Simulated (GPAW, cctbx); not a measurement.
# Ti2W: deformation density and structure factors from DFT

Question: by how much does bonding change the X-ray structure factors of Ti2W, and what does a routine refinement make of it?

The start was made by putting kin elements into a known structure type; the compound need not exist, or be stable, in this form. All numbers below are calculated.

**1. Relax the structure**

The density hangs on the geometry, so cell and atoms are relaxed first, with the symmetry held. The cutoff is set higher than for the density because stress converges slowly with plane waves.

Settings: GPAW 26.7.0, PBE, 570 eV, 4×4×3 k-points (along the axes of the calculation cell), Fermi–Dirac width 0.1 eV, BFGS to 0.03 eV/Å.

```text
cell
1.0
     5.022000000    0.000000000    0.000000000
    -2.511000000    4.349179578    0.000000000
     0.000000000    0.000000000    6.862000000
W Ti
3 6
Direct
0.000000000 0.500000000 0.166666667
0.500000000 0.500000000 0.833333333
0.500000000 0.000000000 0.500000000
0.321100000 0.160550000 0.166666667
0.160550000 0.839450000 0.833333333
0.839450000 0.678900000 0.500000000
0.678900000 0.839450000 0.166666667
0.839450000 0.160550000 0.833333333
0.160550000 0.321100000 0.500000000
```

```console
$ OMP_NUM_THREADS=1 mpirun -n 4 gpaw python run.py > gpaw.log
```

```text
BFGS:    0      -73.299542        0.855195
BFGS:    1      -73.367700        0.736583
BFGS:    2      -73.611609        0.508522
BFGS:    3      -73.618312        0.484076
...
BFGS:    9      -73.711359        0.062558
BFGS:   10      -73.711190        0.051318
BFGS:   11      -73.710807        0.027532
cell  4.9263 4.9263 7.1325  90.00 90.00 120.00
volume 149.906 A^3, largest force 0.012 eV/A, largest stress 0.26 GPa
```

After 11 steps the volume has changed by 0.0 % and the energy by -0.411 eV; the largest stress left is 0.26 GPa. It took 5.3 min on 4 cores of Intel(R) Xeon(R) CPU @ 2.60GHz (Ice Lake) (shared host), peak memory 1.4 GiB.

Relaxed structure: P6_222 (no. 180), a = 4.9263 Å, b = 4.9263 Å, c = 7.1325 Å, α = 90.00°, β = 90.00°, γ = 120.00°.

| atom | mult. | x | y | z |
| --- | --- | --- | --- | --- |
| W1 | 3 | 0 | 1/2 | 1/6 |
| Ti1 | 6 | 0.3409 | 0.1705 | 1/6 |

**2. Density and charge transfer**

X-rays see the whole electron density, so the PAW density is rebuilt with its core regions. Subtracting spherical free atoms from the same code cancels the cores and leaves the deformation density Δρ, the part due to bonding.

Settings: PBE, 450 eV, 6×6×4 k-points (along the axes of the calculation cell), Fermi–Dirac width 0.1 eV; primitive cell of 9 atoms.

```console
$ OMP_NUM_THREADS=1 mpirun -n 4 gpaw python run.py > gpaw.log
```

```text
|iter:   1|       0s |  -75.140456 | +0.12 |       |
|iter:   2|       3s |  -74.805280 | -1.92 | -1.26 |
|iter:   3|       6s |  -73.491433 | -0.69 | -1.29 |
...
|iter:  13|      37s |  -73.366345c| -6.04 | -4.09c|
|iter:  14|      40s |  -73.366327c| -6.84 | -4.46c|
|iter:  15|      43s |  -73.366328c| -7.53c| -5.01c|
```

```text
grid (50, 50, 70)  electrons 354.000  moved by bonding 2.056 e
deformation density beyond 0.5 A of the nuclei: max 0.178, min -0.194 e/A^3
atom        x       y       z   Voronoi charge  moment
W 1    0.0000  0.5000  0.1667      0.047       0.00
W 2    0.5000  0.5000  0.8333      0.047       0.00
W 3    0.5000  0.0000  0.5000      0.048       0.00
Ti4    0.3409  0.1705  0.1667     -0.023       0.00
Ti5    0.1705  0.8295  0.8333     -0.023       0.00
Ti6    0.8295  0.6591  0.5000     -0.026       0.00
Ti7    0.6591  0.8295  0.1667     -0.023       0.00
Ti8    0.8295  0.1705  0.8333     -0.023       0.00
Ti9    0.1705  0.3409  0.5000     -0.026       0.00
mean inner potential of superposed free atoms 27.755 V
total magnetic moment 0.000 muB
```

Deformation density in a plane through the shortest contact of the W atom at the origin, in 0.01 e/Å³ (clipped at ±99); x from -1.6 to 4.4 Å, y from 2.4 down to -2.4 Å:

```text
  .   .  -7  -2   0  -2  -5   .   .  -5  -2   1   1   0   0   1
 -2  -5  -2   1   3   3   7   .   4  -4  -2   0   0   0   0   1
 -5  -3   3   5   5   4   2  -4  -3  -2  -1   0   1   1   2   3
 -1   0   2   4   3   2   3   2   1   0  -1  -2  -1   2   4   5
  1   0  -2  -2  -6  -3   2   4   3   0  -2  -5  -3   2   5   5
  1  -2  -7  -1   .   4   4   4   2  -3  -5   .   5   4   4   4
  2   0  -2   .   .   .  -3   1   2   0   .   .   .  -1   1   2
  3   3   4   6   .  -6  -4   3   4   4   4   .  -7  -5   0   1
  3   4   2  -4  -6  -2   2   5   5   1  -3  -3   0   0   0   1
  2   3   2  -1  -3   0   3   5   2   0   0   3   4   2  -1  -2
  2   2   2   1   1   0   0   1  -3  -2   2   5   5   1  -4  -8
  3   2   1   1   1  -2  -6  -4 -14   3   4   5   1  -5  -1  -3
  5   2   0   1   2   0  -2   .   .   4   1   3  -2  -9   .   .
```

Atoms in or within 0.15 Å of the plane: W (0.0, 0.0), Ti (2.8, 0.0), Ti (1.3, 2.4) Å. Dots mark points within about 0.45 Å of a nucleus; large values next to them are atomic features.

Ti gains most (-0.02 e) and W loses most (+0.05 e), which isn't the order of electronegativity: valence and coordination count too, and Voronoi cells cut space at the midplane whatever the atoms' sizes. Along the shortest contact from the W atom at the map's origin, W–Ti at 2.76 Å, Δρ is +0.03 e/Å³ at the midpoint: little piles up between the atoms, as is usual in a metallic crystal, which this run finds. At the midpoints of other shortest contacts it is 0.00 (Ti–Ti, 2.79 Å) e/Å³. Point values carry grid noise of about 0.01 e/Å³. The run needed 15 iterations, 60 s.

**3. From the density to structure factors**

The Fourier components of Δρ, added to those of the free atoms, give the static X-ray structure factors; the Mott–Bethe relation turns them into the Fourier components V of the potential that fast electrons feel.

```text
static structure factors of the conventional cell: F in electrons, V (Mott-Bethe) in volts
   h  k  l      d  |F| table  |F| free   |F| DFT   change   |V| free  |V| DFT  change %
   1  0  0  4.2663    52.895    52.851    52.882    0.030     1.543    1.526     -1.1
   1  0  1  3.6613    97.389    97.345    97.282   -0.063     2.368    2.394      1.1
   1  0  2  2.7362    93.650    93.653    93.654    0.001     2.168    2.168     -0.0
   1  1  0  2.4631    94.021    93.843    93.596   -0.247     4.440    4.485      1.0
   0  0  3  2.3775   279.666   279.106   278.209   -0.897    12.944   13.099      1.2
   1  1  1  2.3282   185.199   184.819   184.191   -0.628     8.464    8.568      1.2
   2  0  0  2.1332   135.226   135.056   134.837   -0.219     2.934    2.965      1.0
   1  0  3  2.0768    47.228    47.156    47.100   -0.056     1.117    1.124      0.7
   2  0  1  2.0437     3.698     3.687     3.751    0.064     0.235    0.227     -3.5
   1  1  2  2.0267   176.994   176.598   175.749   -0.849     7.447    7.553      1.4
   2  0  2  1.8307     3.496     3.489     3.380   -0.109     0.209    0.220      5.3
   1  1  3  1.7106    82.761    82.598    82.366   -0.232     3.147    3.168      0.7
   1  0  4  1.6452    83.918    83.710    83.725    0.015     1.607    1.605     -0.1
   2  1  0  1.6125    37.737    37.638    37.655    0.017     0.570    0.568     -0.2
```

The largest X-ray change is -0.90 e on 003, 0.3 % of |F|. For electrons V goes as (Z − F)/g², so a change of F counts against Z − F, which is small at low angle and wherever the atoms' terms cancel: |V| of 202 moves by +5.3 % (0.21 to 0.22 V) against -3.1 % in |F|. The tabulated Hartree–Fock atoms differ from the free DFT atoms by up to 0.56 e, so the choice of reference atom matters too.

**4. What a spherical-atom refinement makes of it**

Routine crystallography fits spherical atoms. To see the bias, intensities are simulated from tabulated atoms plus the DFT change ΔF, so that bonding alone can misfit (9814 reflections of the full sphere, merged to the counts below, to 0.4 Å, 1 % proportional noise plus counting noise, assumed isotropic U as listed, Δρ smeared by the mean U) and refined with cctbx over different ranges.

```csv
range,data,R1,GooF,U W1 (true 0.0052),U Ti1 (true 0.0082),largest shift (Å),"Δρ max, min (e/Å³)"
all data,830,0.0042,0.93,0.0052,0.0082,0.0002,"0.38, -0.37"
"low resolution, d > 0.84",91,0.0027,1.01,0.0052,0.0083,0.0001,"0.19, -0.11"
"high order, d < 0.75",699,0.0048,0.92,0.0052,0.0082,0.0003,"0.32, -0.28"
"occupancies free, d > 0.7",159,0.0027,0.96,0.0052,0.0080,0.0002,"0.23, -0.19"
```

With all data GooF is 0.93, so at this noise the bonding hardly shows; the top residual peak, near noise level, lies 1.03 Å from Ti and 1.81 Å from W. No U is off by more than 3 s.u. at low resolution. With W1 held at 1 and the scale free, the other occupancies refine to Ti1 0.994(0.002), on sites that are all full: they absorb part of the misfit, and only ratios to the fixed site mean anything.

**5. Answer**

Bonding moves 2.06 e in the primitive cell of Ti2W and changes the structure factors of the conventional cell in the table above by at most 0.90 e (003, 0.3 %), and among reflections above 2 % of the strongest by up to 0.5 % (112). The shortest bond, W–Ti, has Δρ = +0.03 e/Å³ at its midpoint, with no localised bond charge. With all data GooF is 0.93, so at this noise the bonding hardly shows. Limits: static density, frozen cores, no spin–orbit coupling.

[Outputs are excerpts: Python notices, other lines and further rows are left out; steps that failed or that the build refused (PBEsol, TPSS) are not shown.]

[Logs are printed without paths, hosts, clocks, repeated set-up lines and the standing remarks that a program may print on its own settings, such as how far it seeks lower states.]
